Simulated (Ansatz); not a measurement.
## Is NbSiB in the AlB2 type a stable metal?

The plan: relax NbSiB in the AlB2 type, check its phonons, and, if the lattice is stable, compute its Eliashberg function and ρ(T).

Main program and level: Ansatz 0.2.0; DFT PBE, scalar-relativistic, plane waves, PAW; PAW set soft_1.

Report form: the programs' logs are mostly left out.

The structure was built from a prototype and need not be the compound's stable phase.

### 1. The starting structure

It takes space group P-6m2 (No. 187, hexagonal). The conventional cell has a = 3.671 Å, b = 3.671 Å, c = 3.854 Å, α = 90.00°, β = 90.00°, γ = 120.00°. Nearest to Nb lie 6 Si at 2.86 Å and 6 B at 2.86 Å. Nearest to B lie 3 Si at 2.12 Å and 6 Nb at 2.86 Å. Nearest to Si lie 3 B at 2.12 Å and 6 Nb at 2.86 Å. Farther neighbours are not listed.

### 2. Rough relaxation

The start is far from rest, so a relaxation with loose thresholds does the first part.

File input.yaml:

```yaml
crystal:
  lattice:
    - [3.67054, 0.0, 0.0]
    - [-1.83527, 3.17878, 0.0]
    - [0.0, 0.0, 3.85406]
  atoms:
    - { symbol: Nb, position: [0.0, 0.0, 0.0] }
    - { symbol: B, position: [0.33333333, 0.66666667, 0.5] }
    - { symbol: Si, position: [0.66666667, 0.33333333, 0.5] }
kpoints:
  mp_grid: { grid: [6, 6, 6] }
hamiltonian:
  xc: pbe
  pseudopotentials: { kind: paw, azcp: { folder: soft_1 } }
scf:
  occupations: { method: gaussian, width: 0.1 }
output:
  forces: true
  stress: true
  eigenvalues: true
relax:
  adjacent_minimum: "off"
  f_tol: 0.05
  max_steps: 80
  cell: { stress_tol: 0.5 }
```

Launch:

```bash
ansatz run input.yaml --threads 4 --pin off --max-ram 12288MiB --backend cpu --events-out ev --progress --plain --runs-dir out
```

It took 2.3 s on 4 threads of AMD EPYC 9R14 (Zen 4), shared host; peak memory 0.39 GiB; 7.5 s of CPU time.

The steps of the relaxation:

```csv
step,energy less that of the first step (eV),largest force component (eV/Å),pressure (GPa),volume (Å³)
1,0.0000,0.0000,-26.41,44.97
2,-0.6646,0.0000,-13.89,39.86
3,-0.7883,0.0000,7.04,35.49
4,-0.8126,0.0000,-0.31,36.73
5*,-0.8113,0.0000,-0.34,36.73
```

Relaxation steps marked * repeat the geometry before them on a plane-wave basis chosen anew for their cell, so energy and pressure can jump there.

The run keeps the 12 symmetry operations that it works with, so distortions that break them were not tested.

```csv
"conventional cell, symmetrised",before,after,change
a (Å),3.671,3.468,-5.5 %
b (Å),3.671,3.468,-5.5 %
c (Å),3.854,3.526,-8.5 %
volume (Å³/atom),14.99,12.24,-18.3 %
```

The relaxed structure:

```xyz
3
Lattice="3.4683 0.0000 0.0000 -1.7342 3.0037 0.0000 0.0000 0.0000 3.5259" Properties=species:S:1:pos:R:3 pbc="T T T"
Nb    0.0000    0.0000    0.0000
B     0.0000    2.0024    1.7630
Si    1.7342    1.0012    1.7630
```

This step gave:

| Item | Value |
| --- | --- |
| pressure | -0.3423 GPa |
| volume per atom | 12.24 Å³/atom |
| metallic on mesh | yes |
| gap on the k-mesh | 0 eV |

The largest force is now zero by symmetry and the largest stress component 0.45 GPa.

### 3. Relaxation

The structure is brought to rest under this functional.

input.yaml, the sections that differ from step 2:

```yaml
crystal:
  lattice:
    - [3.4683361207, 0.0, 0.0]
    - [-1.7341680604, 3.0036671894, 0.0]
    - [0.0, 0.0, 3.525906474]
  atoms:
    - { symbol: Nb, position: [0.0, 0.0, 0.0] }
    - { symbol: B, position: [0.3333333333, 0.6666666667, 0.5] }
    - { symbol: Si, position: [0.6666666667, 0.3333333333, 0.5] }
kpoints:
  mp_grid: { grid: [12, 12, 8] }
relax:
  adjacent_minimum: "off"
  f_tol: 0.005
  max_steps: 80
  cell: { stress_tol: 0.05 }
# hamiltonian, scf, output: as in step 2
```

The job ended after 4.6 s (4 threads; peak memory 0.46 GiB; 16 s of CPU time).

Relaxation path:

```csv
step,energy less that of the first step (eV),largest force component (eV/Å),pressure (GPa),volume (Å³)
1,0.0000,0.0000,-0.41,36.73
2,-0.0057,0.0000,1.50,36.28
3,-0.0068,0.0000,0.15,36.53
4,-0.0068,0.0000,0.00,36.55
5,-0.0067,0.0000,0.00,36.55
```

The log counts 1 steps on a newly chosen plane-wave basis, not all of them marked here; energy and pressure can jump at such steps.

```csv
"conventional cell, symmetrised",before,after,change
a (Å),3.468,3.487,+0.6 %
b (Å),3.468,3.487,+0.6 %
c (Å),3.526,3.470,-1.6 %
volume (Å³/atom),12.24,12.18,-0.5 %
```

Final coordinates:

```cif
data_structure
_symmetry_space_group_name_H-M 'P 1'
_symmetry_Int_Tables_number 1
_cell_length_a 3.4875
_cell_length_b 3.4875
_cell_length_c 3.4699
_cell_angle_alpha 90.000
_cell_angle_beta 90.000
_cell_angle_gamma 120.000
_cell_volume 36.55
loop_
_atom_site_label
_atom_site_type_symbol
_atom_site_fract_x
_atom_site_fract_y
_atom_site_fract_z
_atom_site_occupancy
Nb1 Nb 0.00000 0.00000 0.00000 1
B2 B 0.33333 0.66667 0.50000 1
Si3 Si 0.66667 0.33333 0.50000 1
```

This step gave:

- pressure: 7.34e-4 GPa
- volume per atom: 12.18 Å³/atom

The largest force is now zero by symmetry and the largest stress component 0.011 GPa.

### 4. Tight relaxation

No force is left; the cell is relaxed once more with another smearing and tight thresholds.

input.yaml, the sections that differ from step 3:

```yaml
crystal:
  lattice:
    - [3.4874800575, 0.0, 0.0]
    - [-1.7437400288, 3.020246325, 0.0]
    - [0.0, 0.0, 3.469858857]
  atoms:
    - { symbol: Nb, position: [0.0, 0.0, 0.0] }
    - { symbol: B, position: [0.3333333333, 0.6666666667, 0.5] }
    - { symbol: Si, position: [0.6666666667, 0.3333333333, 0.5] }
kpoints:
  mp_grid: { grid: [9, 9, 8] }
scf:
  occupations: { method: methfessel_paxton, width: 0.2 }
relax:
  adjacent_minimum: "off"
  f_tol: 0.001
  max_steps: 60
  cell: { stress_tol: 0.01 }
# hamiltonian, output: as in step 3
```

The job ended after 2.4 s (4 threads; peak memory 0.42 GiB).

Little changed from the start: no atom moved by 0.005 Å and no cell edge by 0.1 %.

Numbers from this step:

```yaml
pressure: -3.36e-4 GPa
```

The largest force is now zero by symmetry and the largest stress component 3.9e-4 GPa, small enough for phonons.

### 5. Phonons: q 2×2×2, k 6×6×4

Before any scattering is computed, the phonons show whether the structure is a minimum.

File input.yaml:

```yaml
crystal:
  lattice:
    - [3.4872766193, 0.0, 0.0]
    - [-1.7436383097, 3.0200701423, 0.0]
    - [0.0, 0.0, 3.4692936215]
  atoms:
    - { symbol: Nb, position: [0.0, 0.0, 0.0] }
    - { symbol: B, position: [0.3333333333, 0.6666666667, 0.5] }
    - { symbol: Si, position: [0.6666666667, 0.3333333333, 0.5] }
kpoints:
  mp_grid: { grid: [6, 6, 4] }
hamiltonian:
  xc: pbe
  pseudopotentials: { kind: paw, azcp: { folder: soft_1 } }
scf:
  occupations: { method: methfessel_paxton, width: 0.2 }
output:
  eigenvalues: true
phonons:
  method: dfpt
  qmesh: [2, 2, 2]
  temperatures: { t_max: 1000, t_step: 50 }
  qpath:
    path:
      - [[0.0, 0.0, 0.0], [0.5, 0.0, 0.0], [0.33333333, 0.33333333, 0.0], [0.0, 0.0, 0.0], [0.0, 0.0, 0.5], [0.5, 0.0, 0.5], [0.33333333, 0.33333333, 0.5], [0.0, 0.0, 0.5]]
      - [[0.5, 0.0, 0.5], [0.5, 0.0, 0.0]]
      - [[0.33333333, 0.33333333, 0.5], [0.33333333, 0.33333333, 0.0]]
    npoints: 10
```

Wall time 10 s (4 threads); peak memory 0.5 GiB; 37 s of CPU time.

Numbers from this step:

| Quantity | Value |
| --- | --- |
| share of imaginary modes in the plain interpolation between solved wavevectors | 0.3333 |
| highest frequency, solved or plainly interpolated | 656.1 cm⁻¹ |

Solved on the 2×2×2 mesh alone; all other wavevectors are interpolated. Phonon branches along the path, in cm⁻¹:

```csv
point,branch 1,branch 2,branch 3,branch 4,branch 5,branch 6,branch 7,branch 8,branch 9
Γ,0,0,0,112,112,165,360,644,644
halfway,-153,-114,-59,147,198,290,333,615,642
M,-214,-137,-99,129,242,306,410,573,641
halfway,-203,-141,-104,128,231,304,424,558,650
K,-180,-165,-110,127,225,300,441,540,656
halfway,-175,-92,-69,142,195,323,326,604,645
Γ,0,0,0,112,112,165,360,644,644
halfway,-160,-136,-136,116,186,186,346,637,637
A,-250,-200,-200,-29,241,241,348,631,631
halfway,-228,-168,-160,168,202,331,339,611,618
L,-195,-128,-112,151,222,343,418,576,605
halfway,-191,-136,-84,191,228,342,418,543,624
H,-185,-136,-54,222,233,342,426,513,632
halfway,-221,-163,-144,185,206,338,343,597,622
A,-250,-200,-200,-29,241,241,348,631,631
jump to L,-195,-128,-112,151,222,343,418,576,605
halfway,-174,-148,-138,184,206,322,415,575,624
M,-214,-137,-99,129,242,306,410,573,641
jump to H,-185,-136,-54,222,233,342,426,513,632
halfway,-153,-152,-134,188,224,322,434,527,644
K,-180,-165,-110,127,225,300,441,540,656
```

Lowest modes at the softest wavevector of the mesh. Modes at q = (0.000, 0.000, 0.500), with each element's share of the kinetic energy (negative means imaginary):

```csv
mode,frequency (cm⁻¹),Nb %,B %,Si %
1,-250.3,100,0,0
2,-200.0,100,0,0
3,-200.0,100,0,0
4,-28.9,0,86,14
5,240.6,0,33,67
6,240.6,0,33,67
```

Displacements in mode 1 (-250.3 cm⁻¹), the largest set to 1, in the home cell:
```
Nb1 0.00 0.00 1.00
B2  0.00 0.00 0.00
Si3 0.00 0.00 0.00
```

Displacements in mode 6 (240.6 cm⁻¹), the largest set to 1, in the home cell (x, y, z of the real part, then of the imaginary part):
```
Nb1  0.00  0.00  0.00  0.00  0.00  0.00
B2  -0.05 -1.00  0.00 -0.36  0.02  0.00
Si3 -0.04 -0.89  0.00 -0.32  0.01  0.00
```

Among the solved wavevectors the lowest mode, translations apart, is -250 cm⁻¹, imaginary.

### 6. Phonons: q 3×3×2, k 9×9×6

An imaginary mode on so few k-points may come from the sampling, so the phonons are repeated with another q and k mesh.

Changes to input.yaml since step 5:

```diff
@@ -10,3 +10,3 @@
 kpoints:
-  mp_grid: { grid: [6, 6, 4] }
+  mp_grid: { grid: [9, 9, 6] }
 hamiltonian:
@@ -20,3 +20,3 @@
   method: dfpt
-  qmesh: [2, 2, 2]
+  qmesh: [3, 3, 2]
   temperatures: { t_max: 1000, t_step: 50 }
```

It took 45 s on 4 threads; peak memory 0.68 GiB; 2.8 min of CPU time.

Numbers from this step:

```yaml
share_of_imaginary_modes_in_the_plain_interpolation_between_solved_wavevectors: 0.2765
highest_frequency_solved_or_plainly_interpolated: 691.9 cm⁻¹
```

Solved on the 3×3×2 mesh alone; all other wavevectors are interpolated. Phonon branches along the path, in cm⁻¹:

```csv
point,branch 1,branch 2,branch 3,branch 4,branch 5,branch 6,branch 7,branch 8,branch 9
Γ,-94,-94,0,0,0,130,339,640,640
halfway,-62,-48,42,148,190,304,313,600,650
M,-82,-76,-59,136,263,305,413,585,670
halfway,-88,-76,-56,131,230,298,442,581,682
K,-87,-84,-69,127,205,293,463,580,692
halfway,-78,40,48,147,190,308,348,592,657
Γ,-94,-94,0,0,0,130,339,640,640
halfway,-109,-109,-106,165,165,173,341,643,643
A,-169,-146,-146,164,243,243,374,648,648
halfway,-152,-104,-70,200,222,322,342,645,654
L,-164,-67,96,128,244,346,443,585,652
halfway,-188,-65,86,212,262,346,434,548,655
H,-208,-61,74,280,281,346,441,494,655
halfway,-158,-92,-42,222,233,323,339,632,659
A,-169,-146,-146,164,243,243,374,648,648
jump to L,-164,-67,96,128,244,346,443,585,652
halfway,-127,-77,32,208,213,319,430,584,661
M,-82,-76,-59,136,263,305,413,585,670
jump to H,-208,-61,74,280,281,346,441,494,655
halfway,-159,-70,-35,218,247,321,452,539,674
K,-87,-84,-69,127,205,293,463,580,692
```

Lowest modes at the softest wavevector of the mesh. The modes at q = (-0.333, -0.333, 0.500) (shares of kinetic energy by element, %) (negative means imaginary):

```csv
mode,frequency (cm⁻¹),Nb %,B %,Si %
1,-207.7,98,0,2
2,-60.8,88,0,12
3,74.4,100,0,0
4,280.2,0,100,0
5,281.1,1,35,64
6,345.5,12,0,88
```

Displacements in mode 1 (-207.7 cm⁻¹), the largest set to 1, in the home cell (x, y, z of the real part, then of the imaginary part):
```
Nb1  0.00  0.00  1.00  0.00  0.00  0.00
B2   0.00  0.01  0.00 -0.01  0.00  0.00
Si3  0.16  0.09  0.00  0.09 -0.16  0.00
```

Displacements in mode 3 (74.4 cm⁻¹), the largest set to 1, in the home cell (x, y, z of the real part, then of the imaginary part):
```
Nb1  0.00  1.00  0.00  1.00  0.00  0.00
B2   0.00  0.00 -0.16  0.00  0.00  0.00
Si3  0.00  0.00  0.00  0.00  0.00  0.00
```

The modes has structure finer than the step of the table below, so its rows give means over 25 cm⁻¹, whole bins alone (the curve runs from -216 to 722 cm⁻¹). Peaks (cm⁻¹: height): B 220.6: 0.0130, 580.5: 0.0142, 657.2: 0.0247; Nb -68.5: 0.0339, 49.5: 0.00743; Si 214.7: 0.0108, 332.7: 0.0212, 427.1: 0.00849, 657.2: 0.0136.

Phonopy on the run's constants, 19x19x17 mesh, Gaussian sigma 6.7 cm⁻¹. Modes against wavenumber; means over each step; values in 1/cm⁻¹/cell:

```csv
wavenumber (cm⁻¹),B,Nb,Si
-200,0,0.00128,3.0e-5
-175,1.3e-5,0.00480,1.2e-4
-150,5.5e-5,0.00993,3.0e-4
-125,8.8e-5,0.00952,3.4e-4
-100,2.8e-4,0.0141,6.4e-4
-75,7.5e-4,0.0294,0.00186
-50,3.4e-4,0.0175,0.00101
-25,1.0e-4,0.00584,2.5e-4
0,3.3e-5,0.00207,9.2e-5
25,9.6e-5,0.00584,3.0e-4
50,1.3e-4,0.00678,5.3e-4
75,1.4e-4,0.00451,4.7e-4
100,1.6e-4,9.1e-4,3.2e-4
125,0.00220,1.9e-4,5.8e-4
150,0.00892,4.4e-4,0.00134
175,0.00919,5.8e-4,0.00315
200,0.0113,0.00102,0.00753
225,0.0126,0.00113,0.00930
250,0.00759,4.6e-4,0.00417
275,0.00208,9.3e-5,0.00199
300,0.00103,5.1e-4,0.0118
325,0.00115,0.00163,0.0195
350,0.00147,8.1e-4,0.0102
375,0.00132,9.9e-5,0.00354
400,0.00147,9.7e-5,0.00470
425,0.00166,1.2e-4,0.00763
450,4.1e-4,6.0e-5,0.00369
475,9.0e-6,4.7e-6,2.1e-4
500,2.2e-4,0,2.0e-5
525,8.6e-4,0,1.4e-4
550,0.00231,1.1e-6,4.4e-4
575,0.00993,2.0e-5,0.00228
600,0.00820,2.3e-5,0.00300
625,0.00602,2.4e-5,0.00304
650,0.0184,6.6e-5,0.0101
675,0.00903,2.7e-5,0.00502
700,5.2e-4,0,3.0e-4
```

No LO-TO term; unit eigenvectors of the mass-weighted matrix. The modes at Γ (shares of kinetic energy by element, %) (negative means imaginary):

```csv
mode,frequency (cm⁻¹),symmetry,Nb %,B %,Si %
1,-94.4,E',29,33,38
2,-94.4,E',29,33,38
3,0.0,unnamed,70,8,21
4,0.0,unnamed,70,8,21
5,0.0,unnamed,70,8,21
6,129.7,A2'',7,92,1
7,338.8,A2'',23,0,77
8,639.5,E',1,59,41
9,639.5,E',1,59,41
```

Displacements in mode 2 (-94.4 cm⁻¹), the largest set to 1:
```
Nb1  0.01 -0.32  0.00
B2  -0.04  1.00  0.00
Si3 -0.03  0.66  0.00
```

Displacements in mode 9 (639.5 cm⁻¹), the largest set to 1:
```
Nb1  0.00  0.04  0.00
B2   0.00  1.00  0.00
Si3  0.00 -0.52  0.00
```

Among the solved wavevectors the lowest mode, translations apart, is -208 cm⁻¹, imaginary.

### 7. Summary of results

```json
{"phonon run of the rows without a label of their own": "PBE, q 3×3×2, k 9×9×6", "softest mode on the q mesh": "-208 cm⁻¹ at q = (-0.333, -0.333, 0.5)", "highest frequency, solved or plainly interpolated": "692 cm⁻¹"}
```

**Reading.** The lattice is dynamically unstable at this level: a mode at q = (-0.333, -0.333, 0.5) is imaginary, 208i cm⁻¹, so no harmonic coupling constant or resistivity is defined for this structure. These meshes are coarse, and single modes of a metal can move by tens of cm⁻¹ with the k mesh. The phonon runs are not spin-polarised. The structure was built by hand as an ordered model, and its stability against other phases was not tested.

[Logs are printed without paths, hosts, clocks, repeated set-up lines and the standing remarks that a program may print on its own settings, such as how far it seeks lower states.]

[Hosts, paths, dates, database ids (printed as entryN), source tags and the programs' standing remarks are cut or masked in the printed files.]
